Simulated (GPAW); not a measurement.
Consider Be (Im-3m).

```
Be
1.0
    -1.25312    1.25312    1.25312
     1.25312   -1.25312    1.25312
     1.25312    1.25312   -1.25312
Be
1
Direct
  0.00000 0.00000 0.00000
```

Absorber: atom 1, with 8 Be at 2.17 Å and 6 Be at 2.51 Å (cube and octahedron, as in bcc, site symmetry m-3m). Method: GPAW, LDA, excited-electron core hole (neutral cell), 15-atom cell with 5.5 Å between holes, 7×7×7 k points, dipole transitions, Gaussian full width 0.9 eV up to 4 eV, rising linearly to 3.5 eV at 25 eV.

This is not the structure that Be takes at ambient pressure and room temperature (hexagonal, No. 194); it is a model or a phase of other conditions.

Q: What does the Be K edge look like?

Main maxima up to 24 eV above the zero (height): 0.8 eV (1.12), 4.2 eV (1.39) and 10.2 eV (1.53). A K edge sees empty p states on the absorber. The total-energy difference is 115.17 eV. One term is added: -4.44 eV, since the hole is spin-paired here and a spin-polarised one costs that much less in the free atom (computed apart). The photon energy is then 110.73 eV. The tabulated edge of the element is 111.5 eV. The functional leaves an error in such absolute values: in the free atom LDA prices this hole 1.6 eV below PBE (computed apart), and PBE is itself good to a few eV.

The Be K spectrum (energy from the lowest empty level; intensity scaled to a mean of 1 over the first 20 eV):

```
E (eV)  intensity
  -2.0       0.00
  -1.4       0.00
  -0.8       0.02
  -0.2       0.36
   0.4       1.01
   1.0       1.09
   1.6       0.99
   2.2       1.03
   2.8       1.05
   3.4       1.23
   4.0       1.39
   4.6       1.37
   5.2       1.22
   5.8       1.13
   6.4       1.13
   7.0       1.13
   7.6       1.18
   8.2       1.22
   8.8       1.30
   9.4       1.44
  10.0       1.52
  10.6       1.51
  11.2       1.39
  11.8       1.20
  12.4       1.05
  13.0       1.01
  13.6       1.02
  14.2       1.00
  14.8       0.93
  15.4       0.84
  16.0       0.72
  16.6       0.59
  17.2       0.47
  17.8       0.36
  18.4       0.27
  19.0       0.20
  19.6       0.17
  20.2       0.16
  20.8       0.18
  21.4       0.21
  22.0       0.25
  22.6       0.30
  23.2       0.36
  23.8       0.42
  24.4       0.49
  25.0       0.55
  25.6       0.59
  26.2       0.60
```

The holes are only 5.5 Å apart, so the shape is probably not converged with cell size; no larger cell was run here. The mesh is coarse (0.23 Å⁻¹ between points), so small maxima may be mesh ripples. The structure is a computed Materials Project entry and may be a hypothetical form.

[Banner, clock and machine lines of the logs are left out without a mark of their own.]

[Logs are printed without paths, hosts, clocks, repeated set-up lines and the standing remarks that a program may print on its own settings, such as how far it seeks lower states.]

[Hosts, paths, dates, database ids (printed as entryN), source tags and the programs' standing remarks are cut or masked in the printed files.]

[Lists of maxima count a maximum above −3 eV only where it reaches 4 % of the highest in the window and stands out from its surroundings by 2 % of it (1.5 % where it reaches 55 %); shoulders and weaker maxima are passed over, and of the rest the first, up to two pre-edge ones and the few strongest are named.]
